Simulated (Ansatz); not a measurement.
**LaScSe3 (model cell, started as cubic perovskite with Sc in the octahedra): the cell at rest**

Task: relax LaScSe3 (model cell, started as cubic perovskite with Sc in the octahedra) tightly.

Main program and level: Ansatz 0.2.0; DFT PBE, scalar-relativistic, plane waves, PAW; PAW set soft_1.

The structure was built from a prototype and need not be the compound's stable phase.

### 1. Starting point

The structure is cubic, space group Pm-3m (No. 221). The conventional cell has a = 5.341 Å, b = 5.341 Å, c = 5.341 Å, α = 90.00°, β = 90.00°, γ = 90.00°. Nearest to La lie 12 Se at 3.78 Å. Nearest to Sc lie 6 Se at 2.67 Å. Se has 2 Sc at 2.67 Å and 4 La at 3.78 Å nearest. Farther neighbours and most contacts between anions are not listed.

As a file:

```cif
data_structure
_symmetry_space_group_name_H-M 'Pm-3m'
_symmetry_Int_Tables_number 221
_cell_length_a 5.3410
_cell_length_b 5.3410
_cell_length_c 5.3410
_cell_angle_alpha 90.000
_cell_angle_beta 90.000
_cell_angle_gamma 90.000
_cell_volume 152.36
loop_
_atom_site_label
_atom_site_type_symbol
_atom_site_symmetry_multiplicity
_atom_site_Wyckoff_symbol
_atom_site_fract_x
_atom_site_fract_y
_atom_site_fract_z
_atom_site_occupancy
La1 La 1 a 0.00000 0.00000 0.00000 1
Sc1 Sc 1 b 0.50000 0.50000 0.50000 1
Se1 Se 3 c 0.50000 0.50000 0.00000 1
```

### 2. Probe on a coarse mesh

First a cheap look: the gap decides the mesh and the occupations, the pressure tells how far the cell has to move.

input.yaml reads:

```yaml
crystal:
  lattice:
    - [5.341, 0.0, 0.0]
    - [0.0, 5.341, 0.0]
    - [0.0, 0.0, 5.341]
  atoms:
    - { symbol: La, position: [0.0, 0.0, 0.0] }
    - { symbol: Sc, position: [0.5, 0.5, 0.5] }
    - { symbol: Se, position: [0.5, 0.5, 0.0] }
    - { symbol: Se, position: [0.5, 0.0, 0.5] }
    - { symbol: Se, position: [0.0, 0.5, 0.5] }
kpoints:
  mp_grid: { grid: [4, 4, 4] }
hamiltonian:
  xc: pbe
  pseudopotentials: { kind: paw, azcp: { folder: soft_1 } }
scf:
  occupations: { method: gaussian, width: 0.1 }
output:
  forces: true
  stress: true
  eigenvalues: true
```

Launch:

```bash
$ ansatz run input.yaml --threads 4 --pin off --max-ram 16384MiB --backend cpu --events-out ev --progress --plain --runs-dir out
```

Numbers of over 12 decimals in the logs are rounded to 6 here.

Output:

```text
Engine: ansatz 0.2.0, aarch64-unknown-linux-gnu
Pseudopotentials: kind: paw
Pseudopotential: La, paw, valence charge 11, recommended cutoff 420 eV (normal), soft_1/La.paw.azcp
Pseudopotential: Sc, paw, valence charge 11, recommended cutoff 420 eV (normal), soft_1/Sc.paw.azcp
Pseudopotential: Se, paw, valence charge 16, recommended cutoff 420 eV (normal), soft_1/Se.paw.azcp
Functional definition: PBE
[...]
k-point 0: bands = [... 31 lower, 6.2559, 7.1359, 7.1359, 7.1359, 8.0296, 8.0688, 8.0688, 8.0688, ... 10 higher]
  k-point 1: bands = [... 31 lower, 5.7923, 5.8991, 6.8626, 6.8626, 7.9882, 8.0035, 8.0209, 8.0323, ... 10 higher]
  k-point 2: bands = [... 31 lower, 5.3981, 5.4526, 6.6857, 6.6857, 7.9678, 7.9842, 8.0022, 8.0108, ... 10 higher]
  k-point 9: bands = [... 31 lower, 5.0337, 7.3156, 7.3156, 7.3156, 8.0016, 8.0016, 8.0016, 8.0586, ... 10 higher]
[key lines of the parts left out:]
SCF converged after 13 iterations
Free energy (F): -24800.613002 eV
Fermi energy:    7.629247 eV
P = ⅓ Tr σ = -6.0473 GPa (-60.473 kbar)
```

Run time: 2 s. Hardware: 4 threads of Arm Neoverse V1, shared host; peak memory 0.53 GiB; 7.2 s of CPU time.

A gap read on the k-mesh alone can miss the band edges.

This step gave:

* pressure: -6.047 GPa
* volume per atom: 30.47 Å³
* gap on the k-mesh: 0.6522 eV
* direct gap on mesh: 0.6860 eV

The coarse mesh shows a gap of 0.65 eV and a pressure of -6.0 GPa.

### 3. Relaxation, k-mesh 4×4×4

The cell and atoms are relaxed, since residual forces and stress would shift the frequencies.

Edit input.yaml of step 2 so:

```diff
@@ -17,3 +17,3 @@
 scf:
-  occupations: { method: gaussian, width: 0.1 }
+  occupations: { method: gaussian, width: 0.02 }
 output:
@@ -22 +22,10 @@
   eigenvalues: true
+  write_density: true
+  write_potential: true
+  elf: true
+  volumetric_format: npy
+relax:
+  adjacent_minimum: "off"
+  f_tol: 0.005
+  max_steps: 80
+  cell: { stress_tol: 0.05 }
```

Output:

```text
[...]
Crystal: 5 atoms, lattice volume = 152.359 Å³
Basis set: ecut = 420 eV, 2945 PW (Γ), exchange–correlation on 72×72×72 points (8 copies of the dense FFT grid, shifted against one another)
Bands: 42, of which v1, the nominal top of the filled ones, is band 35 counted from 1 (34 counted from 0)
Symmetry: 48 space group operations
[...]
k-points: 10 of 64
[...]
SCF iter   1: F=—  HF=-24803.846945 eV  |F-HF|=—  |Δ(HF+E_count)|=         —  Δρ=2.24e-1  dr2=1.25e2  ethr=3.10e-3  ⟨swp⟩=5.2  Hψ=1311  notcnv=0
[...]
SCF iter  13: F=-24800.613002 eV  HF=-24800.613002 eV  |F-HF|=4.70e-9  |Δ(HF+E_count)|=   1.31e-7  Δρ=3.68e-6  dr2=2.08e-8  ethr=1.43e-10  ⟨swp⟩=10.9  Hψ=3163  notcnv=0
SCF 1 converged in 13 iterations: F = -24800.613002 eV  dr2 = 2.08e-8
  Residual-converged pass: ⟨swp⟩=1.0  Hψ=460  notcnv=0  max |occ|·‖R‖ = 6.8e-9 eV (tolerance 1.0e-8 eV)  dr2=2.08e-8  dr2_onsite=3.55e-9  max |Δocc| = 2.0e-125
[...]
relax step   1: F+E_penalty+E_count = -24800.61300154 eV  Δ(F+E_penalty+E_count) = +0.000e0 eV  max|allowed force component| = 1.111e-28 eV/Å  Δτ_max = 0.0000 Å  P = -6.047 GPa  Ω = 152.359 Å³  (13 SCF iters, dr2 threshold 1.00e-7 eV, accepted)
Crystal: 5 atoms, lattice volume = 131.059 Å³
Basis set: ecut = 420 eV, 2553 PW (Γ), exchange–correlation on 72×72×72 points (8 copies of the dense FFT grid, shifted against one another)
[...]
iter 1 solved again at ethr=4.70e-4 eV; its pass at ethr=3.10e-3 eV (dr2=3.29e-1 eV) is discarded
[...]
SCF iter   7: F=-24800.983536 eV  HF=-24800.983536 eV  |F-HF|=2.95e-7  |Δ(HF+E_count)|=   6.91e-6  Δρ=1.44e-5  dr2=3.20e-7  ethr=7.14e-10  ⟨swp⟩=8.5  Hψ=3013  notcnv=0
SCF 2 converged in 7 iterations: F = -24800.983536 eV  dr2 = 3.20e-7
[...]
relax step   2: F+E_penalty+E_count = -24800.98353603 eV  Δ(F+E_penalty+E_count) = -3.705e-1 eV  max|allowed force component| = 8.434e-30 eV/Å  Δτ_max = 0.0000 Å  P = +1.515 GPa  Ω = 131.059 Å³  energy of the carried Pulay correction = +5.937e-4 eV  (7 SCF iters, dr2 threshold 5.00e-7 eV, accepted)
Crystal: 5 atoms, lattice volume = 134.834 Å³
Basis set: ecut = 420 eV, 2601 PW (Γ), exchange–correlation on 72×72×72 points (8 copies of the dense FFT grid, shifted against one another)
[...]
SCF iter   6: F=-24800.997013 eV  HF=-24800.997012 eV  |F-HF|=2.68e-7  |Δ(HF+E_count)|=   2.11e-6  Δρ=1.27e-5  dr2=2.70e-7  ethr=7.14e-10  ⟨swp⟩=8.6  Hψ=3112  notcnv=0
SCF 3 converged in 6 iterations: F = -24800.997013 eV  dr2 = 2.70e-7
relax step   3: F+E_penalty+E_count = -24800.99701270 eV  Δ(F+E_penalty+E_count) = -1.348e-2 eV  max|allowed force component| = 1.148e-29 eV/Å  Δτ_max = 0.0000 Å  P = -0.317 GPa  Ω = 134.834 Å³  energy of the carried Pulay correction = +4.820e-4 eV  (6 SCF iters, dr2 threshold 5.00e-7 eV, accepted)
[...]
relax step   4: F+E_penalty+E_count = -24800.99772183 eV  Δ(F+E_penalty+E_count) = -7.091e-4 eV  max|allowed force component| = 7.073e-30 eV/Å  Δτ_max = 0.0000 Å  P = -0.012 GPa  Ω = 134.165 Å³  energy of the carried Pulay correction = +5.016e-4 eV  (6 SCF iters, dr2 threshold 2.52e-7 eV, accepted)
[...]
SCF iter   6: F=-24800.997025 eV  HF=-24800.997025 eV  |F-HF|=2.91e-11  |Δ(HF+E_count)|=  1.24e-10  Δρ=9.58e-8  dr2=2.01e-11  ethr=1.00e-12  ⟨swp⟩=6.0  Hψ=2067  notcnv=0
SCF 5 converged in 6 iterations: F = -24800.997025 eV  dr2 = 2.01e-11
relax step   5: F+E_penalty+E_count = -24800.99702537 eV  Δ(F+E_penalty+E_count) = +6.965e-4 eV  max|allowed force component| = 1.327e-29 eV/Å  Δτ_max = 0.0000 Å  P = -0.009 GPa  Ω = 134.165 Å³  stress off target by 9.10e-3 GPa  SCF on the basis re-selected at this cell (its energy is not comparable with the rows above)  (6 SCF iters)
basis re-selected at this cell: Δ(F+E_penalty+E_count) = +6.965e-4 eV, ΔP = +0.003 GPa vs the last step (what re-selecting the basis moved, of the pressure what is left beyond the Pulay correction that the steps carried, after the strain that the cell walked since its last selection, with what the two solves' SCF thresholds leave and, on support functions, any second-order correction that the steps lacked; it is no m [...]
SCF converged after 6 iterations
Free energy (F): -24800.997025 eV
[...]
Internal energy: -24800.997025 eV  (E = F + TS)
E sigma→0 (E₀):  -24800.997025 eV
Fermi energy:    9.306024 eV
[...]
--- Stress (GPa, compression-positive) ---
       -0.009101      -0.000000      -0.000000
       -0.000000      -0.009101       0.000000
       -0.000000       0.000000      -0.009101
  P = ⅓ Tr σ = -0.0091 GPa (-0.091 kbar)
--- Band table (eV; the first three rows and the last of 10) ---
  k-point 0: bands = [... 31 lower, 7.6146, 8.8162, 8.8162, 8.8162, 9.6935, 9.6935, 9.6935, 9.8077, ... 3 higher]
  k-point 1: bands = [... 31 lower, 7.0506, 7.3948, 8.4699, 8.4699, 9.7082, 9.7994, 9.8338, 9.8505, ... 3 higher]
  k-point 2: bands = [... 31 lower, 6.6065, 6.6174, 8.2578, 8.2578, 9.7132, 9.7954, 9.8347, 9.8405, ... 3 higher]
  k-point 9: bands = [... 31 lower, 6.3295, 8.9185, 8.9185, 8.9185, 9.8261, 9.8261, 9.8261, 9.9035, ... 3 higher]
--- Relaxed structure (4 steps of the walk, 4 accepted, 1 SCFs on fresh bases) ---
  F+E_penalty+E_count = -24800.99702537 eV   max|allowed force component| = 1.327e-29 eV/Å   (the final SCF, on the basis selected at the relaxed cell)
  cell:  # Å, volume = 134.1648 Å³
    - [5.119327, 0, 0]
    - [0, 5.119327, 0]
    - [0, 0, 5.119327]
  atoms:
    - { symbol: La, position: [0, 0, 0] }
    - { symbol: Sc, position: [0.5, 0.5, 0.5] }
    - { symbol: Se, position: [0.5, 0.5, 0] }
    - { symbol: Se, position: [0.5, 0, 0.5] }
    - { symbol: Se, position: [0, 0.5, 0.5] }
```

Elapsed: 7.9 s, on 4 threads; peak memory 0.56 GiB.

The steps of the relaxation:

```tsv
step	energy less that of the first step (eV)	largest force component (eV/Å)	pressure (GPa)	volume (Å³)
1	0.0000	0.0000	-6.05	152.36
2	-0.3705	0.0000	1.52	131.06
3	-0.3840	0.0000	-0.32	134.83
4	-0.3847	0.0000	-0.01	134.16
5*	-0.3840	0.0000	-0.01	134.16
```

Relaxation steps marked * repeat the geometry before them on a plane-wave basis chosen anew for their cell, so energy and pressure can jump there.

Forces are held to the 48 operations that the run works with; a distortion that breaks them can't arise in this run.

```tsv
conventional cell, symmetrised	before	after	change
a (Å)	5.341	5.119	-4.2 %
b (Å)	5.341	5.119	-4.2 %
c (Å)	5.341	5.119	-4.2 %
volume (Å³/atom)	30.47	26.83	-11.9 %
```

Numbers from this step:

| Quantity | Value |
| --- | --- |
| pressure | -0.009101 GPa |
| gap on the k-mesh | 0.7750 eV |
| volume per atom | 26.83 Å³ |
| direct gap on mesh | 0.8773 eV |

ELF in the ac plane at fractional y = 0.500, with atoms of Sc and Se within 0.2 Å of it. It is the smooth field of the valence electrons, not physical close to the nuclei.

Values, 14 rows by 14 columns, each cell a mean:
```
0.04 0.06 0.23 0.57 0.75 0.71 0.39 0.26 0.56 0.76 0.70 0.41 0.12 0.05
0.14 0.10 0.13 0.38 0.69 0.78 0.75 0.72 0.77 0.76 0.57 0.23 0.10 0.12
0.46 0.33 0.17 0.19 0.45 0.69 0.76 0.77 0.74 0.60 0.31 0.15 0.23 0.41
0.72 0.66 0.45 0.21 0.17 0.26 0.34 0.36 0.31 0.22 0.16 0.31 0.57 0.70
0.75 0.77 0.72 0.43 0.11 0.16 0.41 0.50 0.29 0.09 0.22 0.60 0.76 0.76
0.46 0.68 0.80 0.58 0.19 0.48 0.63 0.59 0.62 0.29 0.31 0.74 0.77 0.56
0.11 0.50 0.80 0.61 0.30 0.66 0.36 0.12 0.59 0.50 0.36 0.77 0.72 0.26
0.24 0.58 0.80 0.60 0.25 0.60 0.51 0.36 0.63 0.41 0.34 0.76 0.75 0.39
0.67 0.76 0.77 0.52 0.13 0.29 0.60 0.66 0.48 0.16 0.26 0.69 0.78 0.71
0.76 0.74 0.60 0.30 0.11 0.13 0.25 0.30 0.19 0.11 0.17 0.45 0.69 0.75
0.61 0.50 0.28 0.17 0.30 0.52 0.60 0.61 0.58 0.43 0.21 0.19 0.38 0.57
0.27 0.18 0.12 0.28 0.60 0.77 0.80 0.80 0.80 0.72 0.45 0.17 0.13 0.23
0.07 0.07 0.18 0.50 0.74 0.76 0.58 0.50 0.68 0.77 0.66 0.33 0.10 0.06
0.03 0.07 0.27 0.61 0.76 0.67 0.24 0.11 0.46 0.75 0.72 0.46 0.14 0.04
```
Columns run along a (5.1 Å), rows up along c (5.1 Å). Atoms in or near the plane, at fractional coordinates: Sc at (0.50, 0.50), Se at (0.50, 0.00), Se at (0.00, 0.50).

Valence density in the ac plane at fractional y = 0.500, with atoms of Sc and Se within 0.2 Å of it. It is the smooth field of the valence electrons, not physical close to the nuclei.

Values in e/Å³, 14 rows by 14 columns, each cell a mean:
```
 0  0  0  0  0  2 12 23  5  1  0  0  0  0
 0  0  0  0  0  1  2  2  1  1  0  0  0  0
 0  0  0  0  0  0  1  1  0  0  0  0  0  0
 0  0  0  0  0  0  0  0  0  0  0  0  0  0
 1  1  0  0  0  0  1  1  1  0  0  0  1  1
 9  2  1  0  0  1  4  5  3  1  0  0  1  5
45  9  1  0  1  3  7  8  5  1  0  1  2 23
23  5  1  0  0  2  6  7  4  1  0  1  2 12
 2  1  1  0  0  1  2  3  1  0  0  0  1  2
 1  0  0  0  0  0  0  1  0  0  0  0  0  0
 0  0  0  0  0  0  0  0  0  0  0  0  0  0
 0  0  0  0  0  1  1  1  1  0  0  0  0  0
 0  0  0  0  0  1  5  9  2  1  0  0  0  0
 0  0  0  0  1  2 23 45  9  1  0  0  0  0
```
Columns run along a (5.1 Å), rows up along c (5.1 Å). Atoms in or near the plane, at fractional coordinates: Sc at (0.50, 0.50), Se at (0.50, 0.00), Se at (0.00, 0.50).

Electrostatic potential energy in the ac plane at fractional y = 0.500, with atoms of Sc and Se within 0.2 Å of it. With pseudopotentials it is smooth inside the atoms' cores, unlike the true potential.

Ten even steps from '0' (-40 eV) to '9' (13 eV), each cell a mean:
```
99998689769999
99999766689999
99999877899999
89999888899999
67898755689986
86787410268867
98687200058769
97687300158768
66898632478876
78999877789998
99999988899999
99999866789999
99998678679999
99997699868999
```
Columns run along a (5.1 Å; values clipped at the 3rd and 97th percentile), rows up along c (5.1 Å). Atoms in or near the plane, at fractional coordinates: Sc at (0.50, 0.50), Se at (0.50, 0.00), Se at (0.00, 0.50).

In this step the volume went from 30.47 to 26.83 Å³/atom.

### 4. Bringing the structure to rest, k-mesh 6×6×6

The relaxation is repeated from its end, on the mesh and smearing that suit the cell and gap now reached.

input.yaml, the sections that differ from step 3:

```yaml
crystal:
  lattice:
    - [5.1193273373, 0.0, 0.0]
    - [0.0, 5.1193273373, 0.0]
    - [0.0, 0.0, 5.1193273373]
  atoms:
    - { symbol: La, position: [0.0, 0.0, 0.0] }
    - { symbol: Sc, position: [0.5, 0.5, 0.5] }
    - { symbol: Se, position: [0.5, 0.5, 0.0] }
    - { symbol: Se, position: [0.5, 0.0, 0.5] }
    - { symbol: Se, position: [0.0, 0.5, 0.5] }
kpoints:
  mp_grid: { grid: [6, 6, 6] }
output:
  forces: true
  stress: true
  eigenvalues: true
# hamiltonian, scf, relax: as in step 3
```

Output:

```text
[...]
Crystal: 5 atoms, lattice volume = 134.165 Å³
Basis set: ecut = 420 eV, 2601 PW (Γ), exchange–correlation on 72×72×72 points (8 copies of the dense FFT grid, shifted against one another)
Bands: 42, of which v1, the nominal top of the filled ones, is band 35 counted from 1 (34 counted from 0)
Symmetry: 48 space group operations
[...]
k-points: 20 of 216
[...]
--- Relaxed structure (2 steps of the walk, 2 accepted, 1 SCFs on fresh bases) ---
[...]
cell:  # Å, volume = 133.9676 Å³
    - [5.116817, 0, 0]
    - [0, 5.116817, 0.0]
    - [0, 0.0, 5.116817]
  atoms:
    - { symbol: La, position: [0, 0, 0] }
    - { symbol: Sc, position: [0.5, 0.5, 0.5] }
    - { symbol: Se, position: [0.5, 0.5, 0] }
    - { symbol: Se, position: [0.5, 0, 0.5] }
    - { symbol: Se, position: [0, 0.5, 0.5] }
[key lines of the parts left out:]
SCF converged after 8 iterations
Free energy (F): -24801.011642 eV
Fermi energy:    9.324560 eV
P = ⅓ Tr σ = 0.0210 GPa (0.210 kbar)
```

The job ended after 7.3 s (4 threads; peak memory 0.56 GiB; 27 s of CPU time).

Little changed from the start: no atom moved by 0.005 Å and no cell edge by 0.1 %.

Numbers from this step:

```
pressure           : 0.02101 GPa
gap on the k-mesh  : 0.7809 eV
volume per atom    : 26.79 Å³
direct gap on mesh : 0.8804 eV
```

In this step the volume went from 26.83 to 26.79 Å³/atom.

### 5. Tight relaxation, k-mesh 6×6×6

Phonons need a cell at rest on their own settings, so the relaxation is repeated with tight tolerances on forces and stress on the k mesh and occupations of the first response run.

input.yaml, the sections that differ from step 4:

```yaml
crystal:
  lattice:
    - [5.1168169499, 0.0, 0.0]
    - [0.0, 5.1168169499, 0.0]
    - [0.0, 0.0, 5.1168169499]
  atoms:
    - { symbol: La, position: [0.0, 0.0, 0.0] }
    - { symbol: Sc, position: [0.5, 0.5, 0.5] }
    - { symbol: Se, position: [0.5, 0.5, 0.0] }
    - { symbol: Se, position: [0.5, 0.0, 0.5] }
    - { symbol: Se, position: [0.0, 0.5, 0.5] }
scf:
  occupations: { method: fixed }
relax:
  adjacent_minimum: "off"
  f_tol: 0.001
  max_steps: 60
  cell: { stress_tol: 0.01 }
# kpoints, hamiltonian, output: as in step 4
```

Output:

```text
[...]
Crystal: 5 atoms, lattice volume = 133.968 Å³
Basis set: ecut = 420 eV, 2601 PW (Γ), exchange–correlation on 72×72×72 points (8 copies of the dense FFT grid, shifted against one another)
Bands: 42, of which v1, the nominal top of the filled ones, is band 35 counted from 1 (34 counted from 0)
Symmetry: 48 space group operations
[...]
k-points: 20 of 216
[...]
--- Relaxed structure (2 steps of the walk, 2 accepted, 1 SCFs on fresh bases) ---
[...]
cell:  # Å, volume = 134.0266 Å³
    - [5.117568, 0, 0]
    - [0, 5.117568, 0.0]
    - [0.0, 0.0, 5.117568]
  atoms:
    - { symbol: La, position: [0, 0, 0] }
    - { symbol: Sc, position: [0.5, 0.5, 0.5] }
    - { symbol: Se, position: [0.5, 0.5, 0] }
    - { symbol: Se, position: [0.5, 0, 0.5] }
    - { symbol: Se, position: [0, 0.5, 0.5] }
[key lines of the parts left out:]
SCF converged after 8 iterations
Free energy (F): -24801.011643 eV
Fermi energy:    8.928212 eV
P = ⅓ Tr σ = -0.0063 GPa (-0.063 kbar)
```

The job ended after 7.5 s (4 threads; peak memory 0.55 GiB).

Little changed from the start: no atom moved by 0.005 Å and no cell edge by 0.1 %.

This step gave:

```
pressure           : -0.006253 GPa
gap on the k-mesh  : 0.7816 eV
volume per atom    : 26.81 Å³
direct gap on mesh : 0.8815 eV
```

The forces vanish by symmetry and the pressure is -0.006 GPa, within the tolerances set. The cell now holds 26.81 Å³/atom.

### 6. Relaxing to small forces for the phonons, k-mesh 8×8×8

The k mesh is raised to 8×8×8 since a zone-centre run on the first mesh warned that it was too coarse for the force constants, and the cell is relaxed again on it.

Edit input.yaml of step 5 so:

```diff
@@ -2,5 +2,5 @@
   lattice:
-    - [5.1168169499, 0.0, 0.0]
-    - [0.0, 5.1168169499, 0.0]
-    - [0.0, 0.0, 5.1168169499]
+    - [5.1175679735, 0.0, 0.0]
+    - [0.0, 5.1175679735, 0.0]
+    - [0.0, 0.0, 5.1175679735]
   atoms:
@@ -12,3 +12,3 @@
 kpoints:
-  mp_grid: { grid: [6, 6, 6] }
+  mp_grid: { grid: [8, 8, 8] }
 hamiltonian:
```

Output:

```text
[...]
Crystal: 5 atoms, lattice volume = 134.027 Å³
Basis set: ecut = 420 eV, 2601 PW (Γ), exchange–correlation on 72×72×72 points (8 copies of the dense FFT grid, shifted against one another)
Bands: 42, of which v1, the nominal top of the filled ones, is band 35 counted from 1 (34 counted from 0)
Symmetry: 48 space group operations
[...]
k-points: 35 of 512
[...]
--- Relaxed structure (2 steps of the walk, 2 accepted, 1 SCFs on fresh bases) ---
[...]
cell:  # Å, volume = 133.9960 Å³
    - [5.117179, 0.0, 0.0]
    - [0.0, 5.117179, 0.0]
    - [0.0, 0.0, 5.117179]
  atoms:
    - { symbol: La, position: [0, 0, 0] }
    - { symbol: Sc, position: [0.5, 0.5, 0.5] }
    - { symbol: Se, position: [0.5, 0.5, 0] }
    - { symbol: Se, position: [0.5, 0, 0.5] }
    - { symbol: Se, position: [0, 0.5, 0.5] }
[key lines of the parts left out:]
SCF converged after 6 iterations
Free energy (F): -24801.012262 eV
Fermi energy:    8.930924 eV
P = ⅓ Tr σ = 0.0032 GPa (0.032 kbar)
```

The job ended after 12 s (4 threads; peak memory 0.59 GiB; 47 s of CPU time).

Little changed from the start: no atom moved by 0.005 Å and no cell edge by 0.1 %.

This step gave:

* pressure: 0.003233 GPa
* gap on the k-mesh: 0.7819 eV
* volume per atom: 26.80 Å³
* direct gap on mesh: 0.8814 eV

The forces vanish by symmetry and the pressure is 0.003 GPa, within the tolerances set. The cell now holds 26.80 Å³/atom.

### 7. What came out

| Property | Result |
| --- | --- |
| space group after relaxation (within 0.01 Å) | Pm-3m |
| lattice constant a | 5.117 Å |
| lattice constant b | 5.117 Å |
| lattice constant c | 5.117 Å |
| volume per atom | 26.8 Å³ |
| gap on the k-mesh | 0.782 eV |

In words: The forces vanish by symmetry and the pressure is 0.003 GPa, within the tolerances set. The cell now holds 26.80 Å³/atom. The relaxation keeps the symmetry of its start, so it says nothing on stability against lower symmetry. Spin-orbit coupling is left out, which can matter for the heavy elements here. The starting cell was built on a prototype and not taken from a measurement, so the phase need not exist.

[Logs are printed without paths, hosts, clocks, repeated set-up lines and the standing remarks that a program may print on its own settings, such as how far it seeks lower states.]

[Hosts, paths, dates, database ids (printed as entryN), source tags and the programs' standing remarks are cut or masked in the printed files.]
